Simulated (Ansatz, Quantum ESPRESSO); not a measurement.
## TlSi (Pm-3m): from the cell to the phonon bands

How does TlSi (Pm-3m) vibrate, and is this structure a minimum?

Program: Quantum ESPRESSO 7.5. Level of theory: DFT LDA, scalar-relativistic, plane waves, JTH PAW pseudopotentials. Results are calculated unless marked as measured.

The structure was built from a prototype and need not be the compound's stable phase.

### 1. The structure

The structure is cubic, space group Pm-3m (No. 221). The conventional cell has a = 3.471 Å, b = 3.471 Å, c = 3.471 Å, α = 90.00°, β = 90.00°, γ = 90.00°. Nearest to Si lie 8 Tl at 3.01 Å. Tl has 8 Si at 3.01 Å nearest. Farther neighbours are not listed.

As a file:

```cif
data_structure
_symmetry_space_group_name_H-M 'Pm-3m'
_symmetry_Int_Tables_number 221
_cell_length_a 3.4705
_cell_length_b 3.4705
_cell_length_c 3.4705
_cell_angle_alpha 90.000
_cell_angle_beta 90.000
_cell_angle_gamma 90.000
_cell_volume 41.80
loop_
_atom_site_label
_atom_site_type_symbol
_atom_site_symmetry_multiplicity
_atom_site_Wyckoff_symbol
_atom_site_fract_x
_atom_site_fract_y
_atom_site_fract_z
_atom_site_occupancy
Si1 Si 1 a 0.00000 0.00000 0.00000 1
Tl1 Tl 1 b 0.50000 0.50000 0.50000 1
```

### 2. A probe with smearing

Before anything dear is run, a loose run with smearing shows whether this is a metal and how far the cell is from rest.

Contents of probe.in:

```
 &control
    calculation='scf',
    prefix='x',
    outdir='./tmp',
    pseudo_dir='./pseudo',
    tprnfor=.true.,
    tstress=.true.,
    verbosity='high',
 /
 &system
    ibrav=1,
    celldm(1)=6.5582952,
    nat=2,
    ntyp=2,
    ecutwfc=40.0,
    ecutrho=200.0,
    occupations='smearing',
    smearing='gaussian',
    degauss=0.01,
 /
 &electrons
    conv_thr=1.0d-07,
    mixing_beta=0.7,
    electron_maxstep=100,
 /
ATOMIC_SPECIES
 Si     28.0850  Si.upf
 Tl    204.3800  Tl.upf
ATOMIC_POSITIONS crystal
 Si     0.000000000   0.000000000   0.000000000
 Tl     0.500000000   0.500000000   0.500000000
K_POINTS automatic
 6 6 6 0 0 0
```

Command:

```console
$ OMP_NUM_THREADS=1 mpirun -n 4 pw.x -nk 4 -in probe.in > probe.out
```

The program printed:

```text
[banners, grids, parts of the stress and lines that vanish by symmetry left out]
Program PWSCF v.7.5
     file Si.upf: wavefunction(s)  0S 0P renormalized
     file Tl.upf: wavefunction(s)  0S 6P 0P 5D 0D renormalized
[...]
kinetic-energy cutoff     =      40.0000  Ry
     charge density cutoff     =     200.0000  Ry
     scf convergence threshold =      1.0E-07
[...]
Exchange-correlation= SLA PW NOGX NOGC
                           (   1   4   0   0   0   0   0)
[...]
48 Sym. Ops., with inversion, found
[...]
(     0          1          0      )
                  (     0          0          1      )
[...]
(  0.0000000  1.0000000  0.0000000 )
                  (  0.0000000  0.0000000  1.0000000 )
[...]
(     0         -1          0      )
                  (     0          0          1      )
[...]
(  0.0000000 -1.0000000  0.0000000 )
[...]
(     0          0          1      )
                  (     1          0          0      )
[...]
( -1.0000000  0.0000000  0.0000000 )
                  (  0.0000000  1.0000000  0.0000000 )
[...]
number of k points=    20  Gaussian smearing, width (Ry)=  0.0100
[...]
End of self-consistent calculation
[...]
the Fermi energy is    10.3225 ev
!    total energy              =    -859.48364489 Ry
[...]
convergence has been achieved in   7 iterations
[...]
atom    1 type  1   force =     0.00000000    0.00000000    0.00000000
     atom    2 type  2   force =     0.00000000    0.00000000    0.00000000
[...]
Total force =     0.000000     Total SCF correction =     0.000000
[...]
total   stress  (Ry/bohr**3)                   (kbar)     P=       18.12
[...]
XML data file, charge density, pseudopotentials, collected wavefunctions

   JOB DONE.
```

It took 2.5 s on 4 MPI ranks of Arm Neoverse V2, shared host.

Read from the output:

```yaml
volume_per_atom: 20.90 Å³
pressure: 1.812 GPa
gap_on_the_k_mesh: 0 eV
```

No gap opens on this mesh, so smearing is kept; the start stands at 1.8 GPa.

### 3. Relaxation

The harmonic expansion starts where the forces on the atoms vanish, and stress shifts the frequencies, so cell and atoms are relaxed with tight thresholds.

Contents of relax.in:

```
 &control
    calculation='vc-relax',
    prefix='x',
    outdir='./tmp',
    pseudo_dir='./pseudo',
    tprnfor=.true.,
    tstress=.true.,
    forc_conv_thr=2.0d-05,
    etot_conv_thr=1.0d-07,
    nstep=40,
 /
 &system
    ibrav=1,
    celldm(1)=6.5582952,
    nat=2,
    ntyp=2,
    ecutwfc=40.0,
    ecutrho=200.0,
    occupations='smearing',
    smearing='mv',
    degauss=0.02,
 /
 &electrons
    conv_thr=1.0d-11,
    mixing_beta=0.7,
    electron_maxstep=100,
 /
 &ions
 /
 &cell
    press_conv_thr=0.2,
 /
ATOMIC_SPECIES
 Si     28.0850  Si.upf
 Tl    204.3800  Tl.upf
ATOMIC_POSITIONS crystal
 Si     0.000000000   0.000000000   0.000000000
 Tl     0.500000000   0.500000000   0.500000000
K_POINTS automatic
 10 10 10 0 0 0
```

Command:

```console
$ OMP_NUM_THREADS=1 mpirun -n 4 pw.x -nk 4 -in relax.in > relax.out
```

The program printed:

```text
[banners, grids, parts of the stress and lines that vanish by symmetry left out]
[banner, memory and clock lines left out]
Program PWSCF v.7.5

[...]
kinetic-energy cutoff     =      40.0000  Ry
     charge density cutoff     =     200.0000  Ry
     scf convergence threshold =      1.0E-11
[...]
energy convergence thresh.=      1.0E-07
     force convergence thresh. =      2.0E-05
     press convergence thresh. =      2.0E-01
     Exchange-correlation= SLA PW NOGX NOGC
                           (   1   4   0   0   0   0   0)
[...]
48 Sym. Ops., with inversion, found
[...]
number of k points=    56  Marzari-Vanderbilt smearing, width (Ry)=  0.0200
[...]
c_bands:  3 eigenvalues not converged
     c_bands:  2 eigenvalues not converged
[...]
End of self-consistent calculation
[...]
the Fermi energy is    10.1741 ev
!    total energy              =    -859.48813006 Ry
[...]
convergence has been achieved in  10 iterations
[...]
atom    1 type  1   force =     0.00000000    0.00000000    0.00000000
     atom    2 type  2   force =     0.00000000    0.00000000    0.00000000
     Total force =     0.000000     Total SCF correction =     0.000000
[...]
total   stress  (Ry/bohr**3)                   (kbar)     P=       18.57
[...]
number of bfgs steps    =   0
[...]
CELL_PARAMETERS (alat=  6.55829520)
[...]
ATOMIC_POSITIONS (crystal)
Si               0.0000000000        0.0000000000        0.0000000000
Tl               0.5000000000        0.5000000000        0.5000000000
[...]
New effective cutoffs (rho, wfc):  197.92   39.74
[...]
End of self-consistent calculation
[...]
the Fermi energy is    10.0329 ev
!    total energy              =    -859.48840348 Ry
[...]
convergence has been achieved in  17 iterations
[...]
atom    1 type  1   force =     0.00000000    0.00000000    0.00000000
     atom    2 type  2   force =     0.00000000    0.00000000    0.00000000
     Total force =     0.000000     Total SCF correction =     0.000000
[...]
total   stress  (Ry/bohr**3)                   (kbar)     P=       11.48
[...]
number of bfgs steps    =   1
[...]
CELL_PARAMETERS (alat=  6.55829520)
[...]
ATOMIC_POSITIONS (crystal)
Si               0.0000000000        0.0000000000        0.0000000000
Tl               0.5000000000        0.5000000000        0.5000000000
[...]
New effective cutoffs (rho, wfc):  196.56   39.47
[...]
End of self-consistent calculation
[...]
the Fermi energy is     9.8796 ev
!    total energy              =    -859.48856004 Ry
[...]
convergence has been achieved in  22 iterations
[...]
atom    1 type  1   force =     0.00000000    0.00000000    0.00000000
     atom    2 type  2   force =     0.00000000    0.00000000    0.00000000
     Total force =     0.000000     Total SCF correction =     0.000000
[...]
total   stress  (Ry/bohr**3)                   (kbar)     P=        4.08
[...]
number of bfgs steps    =   2
[...]
CELL_PARAMETERS (alat=  6.55829520)
[...]
ATOMIC_POSITIONS (crystal)
[...]
New effective cutoffs (rho, wfc):  195.81   39.32
[...]
End of self-consistent calculation
[...]
the Fermi energy is     9.7951 ev
!    total energy              =    -859.48858340 Ry
[...]
convergence has been achieved in  22 iterations
[...]
atom    1 type  1   force =     0.00000000    0.00000000    0.00000000
     atom    2 type  2   force =     0.00000000    0.00000000    0.00000000
     Total force =     0.000000     Total SCF correction =     0.000000
[...]
total   stress  (Ry/bohr**3)                   (kbar)     P=        0.08
[...]
number of bfgs steps    =   3
[...]
CELL_PARAMETERS (alat=  6.55829520)
[...]
ATOMIC_POSITIONS (crystal)
[...]
New effective cutoffs (rho, wfc):  195.79   39.31
[...]
End of self-consistent calculation
[...]
the Fermi energy is     9.7934 ev
!    total energy              =    -859.48858341 Ry
[...]
convergence has been achieved in  14 iterations
[...]
atom    1 type  1   force =     0.00000000    0.00000000    0.00000000
     atom    2 type  2   force =     0.00000000    0.00000000    0.00000000
     Total force =     0.000000     Total SCF correction =     0.000000
[...]
total   stress  (Ry/bohr**3)                   (kbar)     P=       -0.00
[...]
bfgs converged in   5 scf cycles and   4 bfgs steps
[...]
End of BFGS Geometry Optimization
     Final enthalpy           =    -859.4885834085 Ry
     File ./tmp/x.bfgs deleted, as requested
[...]
CELL_PARAMETERS (alat=  6.55829520)
[...]
ATOMIC_POSITIONS (crystal)
Si               0.0000000000        0.0000000000        0.0000000000
Tl               0.5000000000        0.5000000000        0.5000000000
[...]
Final scf calculation at the relaxed structure.
[...]
kinetic-energy cutoff     =      40.0000  Ry
     charge density cutoff     =     200.0000  Ry
     scf convergence threshold =      1.0E-13
[...]
press convergence thresh. =      2.0E-01
     Exchange-correlation= SLA PW NOGX NOGC
                           (   1   4   0   0   0   0   0)
[...]
48 Sym. Ops., with inversion, found
[...]
number of k points=    56  Marzari-Vanderbilt smearing, width (Ry)=  0.0200
[...]
c_bands:  2 eigenvalues not converged
     c_bands:  4 eigenvalues not converged
[...]
c_bands:  2 eigenvalues not converged
[...]
c_bands:  1 eigenvalues not converged
[...]
End of self-consistent calculation
[...]
the Fermi energy is     9.7934 ev
!    total energy              =    -859.48878164 Ry
[...]
convergence has been achieved in  13 iterations
[...]
atom    1 type  1   force =     0.00000000    0.00000000    0.00000000
     atom    2 type  2   force =     0.00000000    0.00000000    0.00000000
     Total force =     0.000000     Total SCF correction =     0.000000
[...]
total   stress  (Ry/bohr**3)                   (kbar)     P=        1.41
[...]
XML data file, charge density, pseudopotentials, collected wavefunctions
```

Wall time 36 s (4 MPI ranks); 2.4 min of CPU time.

Relaxation path:

```
step  energy less that of the first step (eV)  largest force (eV/Å)  pressure (GPa)  volume (Å³)
   1                                   0.0000                0.0000            1.86        41.80
   2                                  -0.0037                0.0000            1.15        42.20
   3                                  -0.0059                0.0000            0.41        42.64
   4                                  -0.0062                0.0000            0.01        42.88
   5                                  -0.0062                0.0000            0.00        42.89
   6                                  -0.0089                0.0000            0.14        42.89
```

```
conventional cell, symmetrised  before  after  change
                         a (Å)   3.471  3.500  +0.9 %
                         b (Å)   3.471  3.500  +0.9 %
                         c (Å)   3.471  3.500  +0.9 %
              volume (Å³/atom)   20.90  21.44  +2.6 %
```

Final coordinates:

```
CELL_PARAMETERS angstrom
3.50035 0.00000 0.00000
0.00000 3.50035 0.00000
0.00000 0.00000 3.50035
ATOMIC_POSITIONS crystal
Si 0.00000 0.00000 0.00000
Tl 0.50000 0.50000 0.50000
```

The last row of the table of steps is pw.x's closing run on a basis chosen anew for the final cell, so its energy can jump.

This step gave:

| Item | Value |
| --- | --- |
| volume per atom | 21.44 Å³ |
| pressure | 0.141 GPa |

The volume changes by +2.6 % from the cell with which this run began.

### 4. Relaxing the cell and atoms

A variable-cell run keeps the plane waves of its start, so its end shows a stress on a fresh basis; a second run from that cell removes it.

relax.in: that of step 3 with these lines changed.

```diff
@@ -13,3 +13,3 @@
     ibrav=1,
-    celldm(1)=6.5582952,
+    celldm(1)=6.61469998,
     nat=2,
```

The program printed:

```text
[banners, grids, parts of the stress and lines that vanish by symmetry left out]
[banner, memory and clock lines left out]
Program PWSCF v.7.5

[...]
kinetic-energy cutoff     =      40.0000  Ry
     charge density cutoff     =     200.0000  Ry
     scf convergence threshold =      1.0E-11
[...]
energy convergence thresh.=      1.0E-07
     force convergence thresh. =      2.0E-05
     press convergence thresh. =      2.0E-01
     Exchange-correlation= SLA PW NOGX NOGC
                           (   1   4   0   0   0   0   0)
[...]
48 Sym. Ops., with inversion, found
[...]
number of k points=    56  Marzari-Vanderbilt smearing, width (Ry)=  0.0200
[...]
c_bands:  2 eigenvalues not converged
[...]
End of self-consistent calculation
[...]
the Fermi energy is     9.7934 ev
!    total energy              =    -859.48878164 Ry
[...]
convergence has been achieved in  10 iterations
[...]
atom    1 type  1   force =     0.00000000    0.00000000    0.00000000
     atom    2 type  2   force =     0.00000000    0.00000000    0.00000000
     Total force =     0.000000     Total SCF correction =     0.000000
[...]
total   stress  (Ry/bohr**3)                   (kbar)     P=        1.45
[...]
number of bfgs steps    =   0
[...]
CELL_PARAMETERS (alat=  6.61469998)
[...]
ATOMIC_POSITIONS (crystal)
Si               0.0000000000        0.0000000000        0.0000000000
Tl               0.5000000000        0.5000000000        0.5000000000
[...]
New effective cutoffs (rho, wfc):  199.30   39.98
[...]
End of self-consistent calculation
[...]
the Fermi energy is     9.7826 ev
!    total energy              =    -859.48878332 Ry
[...]
convergence has been achieved in  12 iterations
[...]
atom    1 type  1   force =     0.00000000    0.00000000    0.00000000
     atom    2 type  2   force =     0.00000000    0.00000000    0.00000000
     Total force =     0.000000     Total SCF correction =     0.000000
[...]
total   stress  (Ry/bohr**3)                   (kbar)     P=        0.86
[...]
number of bfgs steps    =   1
[...]
CELL_PARAMETERS (alat=  6.61469998)
[...]
ATOMIC_POSITIONS (crystal)
Si               0.0000000000        0.0000000000        0.0000000000
Tl               0.5000000000        0.5000000000        0.5000000000
[...]
New effective cutoffs (rho, wfc):  199.20   39.96
[...]
End of self-consistent calculation
[...]
the Fermi energy is     9.7708 ev
!    total energy              =    -859.48878433 Ry
[...]
convergence has been achieved in  15 iterations
[...]
atom    1 type  1   force =     0.00000000    0.00000000    0.00000000
     atom    2 type  2   force =     0.00000000    0.00000000    0.00000000
     Total force =     0.000000     Total SCF correction =     0.000000
[...]
total   stress  (Ry/bohr**3)                   (kbar)     P=        0.35
[...]
number of bfgs steps    =   2
[...]
CELL_PARAMETERS (alat=  6.61469998)
[...]
ATOMIC_POSITIONS (crystal)
[...]
New effective cutoffs (rho, wfc):  199.12   39.94
[...]
End of self-consistent calculation
[...]
the Fermi energy is     9.7624 ev
!    total energy              =    -859.48878452 Ry
[...]
convergence has been achieved in  15 iterations
[...]
atom    1 type  1   force =     0.00000000    0.00000000    0.00000000
     atom    2 type  2   force =     0.00000000    0.00000000    0.00000000
     Total force =     0.000000     Total SCF correction =     0.000000
[...]
total   stress  (Ry/bohr**3)                   (kbar)     P=       -0.03
[...]
number of bfgs steps    =   3
[...]
small trust_radius: resetting bfgs history
[...]
CELL_PARAMETERS (alat=  6.61469998)
[...]
ATOMIC_POSITIONS (crystal)
[...]
New effective cutoffs (rho, wfc):  199.12   39.94
[...]
End of self-consistent calculation
[...]
the Fermi energy is     9.7627 ev
!    total energy              =    -859.48878452 Ry
[...]
convergence has been achieved in  11 iterations
[...]
atom    1 type  1   force =     0.00000000    0.00000000    0.00000000
     atom    2 type  2   force =     0.00000000    0.00000000    0.00000000
     Total force =     0.000000     Total SCF correction =     0.000000
[...]
total   stress  (Ry/bohr**3)                   (kbar)     P=       -0.01
[...]
bfgs converged in   5 scf cycles and   4 bfgs steps
[...]
End of BFGS Geometry Optimization
     Final enthalpy           =    -859.4887845182 Ry
     File ./tmp/x.bfgs deleted, as requested
[...]
CELL_PARAMETERS (alat=  6.61469998)
[...]
ATOMIC_POSITIONS (crystal)
Si               0.0000000000        0.0000000000        0.0000000000
Tl               0.5000000000        0.5000000000        0.5000000000
[...]
Final scf calculation at the relaxed structure.
[...]
kinetic-energy cutoff     =      40.0000  Ry
     charge density cutoff     =     200.0000  Ry
     scf convergence threshold =      1.0E-13
[...]
press convergence thresh. =      2.0E-01
     Exchange-correlation= SLA PW NOGX NOGC
                           (   1   4   0   0   0   0   0)
[...]
48 Sym. Ops., with inversion, found
[...]
number of k points=    56  Marzari-Vanderbilt smearing, width (Ry)=  0.0200
[...]
c_bands:  3 eigenvalues not converged
     c_bands:  3 eigenvalues not converged
     c_bands:  2 eigenvalues not converged
[...]
c_bands:  2 eigenvalues not converged
     c_bands:  3 eigenvalues not converged
[...]
End of self-consistent calculation
[...]
the Fermi energy is     9.7627 ev
!    total energy              =    -859.48879706 Ry
[...]
convergence has been achieved in  11 iterations
[...]
atom    1 type  1   force =     0.00000000    0.00000000    0.00000000
     atom    2 type  2   force =     0.00000000    0.00000000    0.00000000
     Total force =     0.000000     Total SCF correction =     0.000000
[...]
total   stress  (Ry/bohr**3)                   (kbar)     P=        0.08
[...]
XML data file, charge density, pseudopotentials, collected wavefunctions
```

The job ended after 29 s (4 MPI ranks; 2 min of CPU time).

Little changed from the start: no atom moved by 0.005 Å and no cell edge by 0.1 %.

The last row of the table of steps is pw.x's closing run on a basis chosen anew for the final cell, so its energy can jump.

Numbers from this step:

| Quantity | Value |
| --- | --- |
| volume per atom | 21.49 Å³ |
| pressure | 0.008 GPa |

The volume changes by +0.2 % from the cell with which this run began.

### 5. Self-consistent run for the response

Perturbation theory inherits every error of the wavefunctions, so the threshold is set near the limit of the arithmetic. Smearing stays on, as the first look found no gap above 0.3 eV.

Contents of scf.in:

```
 &control
    calculation='scf',
    prefix='x',
    outdir='./tmp',
    pseudo_dir='./pseudo',
    tprnfor=.true.,
    tstress=.true.,
 /
 &system
    ibrav=1,
    celldm(1)=6.61934304,
    nat=2,
    ntyp=2,
    ecutwfc=40.0,
    ecutrho=200.0,
    occupations='smearing',
    smearing='mv',
    degauss=0.02,
 /
 &electrons
    conv_thr=1.0d-12,
    mixing_beta=0.7,
    electron_maxstep=100,
 /
ATOMIC_SPECIES
 Si     28.0850  Si.upf
 Tl    204.3800  Tl.upf
ATOMIC_POSITIONS crystal
 Si     0.000000000   0.000000000   0.000000000
 Tl     0.500000000   0.500000000   0.500000000
K_POINTS automatic
 10 10 10 0 0 0
```

Command:

```console
$ OMP_NUM_THREADS=1 mpirun -n 4 pw.x -nk 4 -in scf.in > scf.out
```

The program printed:

```text
[banners, grids, parts of the stress and lines that vanish by symmetry left out]
[banner, memory and clock lines left out]
Program PWSCF v.7.5

[...]
kinetic-energy cutoff     =      40.0000  Ry
     charge density cutoff     =     200.0000  Ry
     scf convergence threshold =      1.0E-12
[...]
Exchange-correlation= SLA PW NOGX NOGC
                           (   1   4   0   0   0   0   0)
[...]
48 Sym. Ops., with inversion, found
[...]
number of k points=    56  Marzari-Vanderbilt smearing, width (Ry)=  0.0200
[...]
End of self-consistent calculation
[...]
the Fermi energy is     9.7627 ev
!    total energy              =    -859.48879706 Ry
[...]
convergence has been achieved in  11 iterations
[...]
atom    1 type  1   force =     0.00000000    0.00000000    0.00000000
     atom    2 type  2   force =     0.00000000    0.00000000    0.00000000
     Total force =     0.000000     Total SCF correction =     0.000000
[...]
total   stress  (Ry/bohr**3)                   (kbar)     P=        0.09
[...]
XML data file, charge density, pseudopotentials, collected wavefunctions
```

Run time: 6.3 s. Hardware: 4 MPI ranks.

Read from the output:

```
pressure : 0.009 GPa
```

The cell stands at 0.009 GPa, close enough for phonons.

(Part 1 of 3 ends here.)

[Host names and launcher messages were left out of these logs when they were recorded.]

[Logs are printed without paths, hosts, clocks, repeated set-up lines and the standing remarks that a program may print on its own settings, such as how far it seeks lower states.]

[Hosts, paths, dates, database ids (printed as entryN), source tags and the programs' standing remarks are cut or masked in the printed files.]
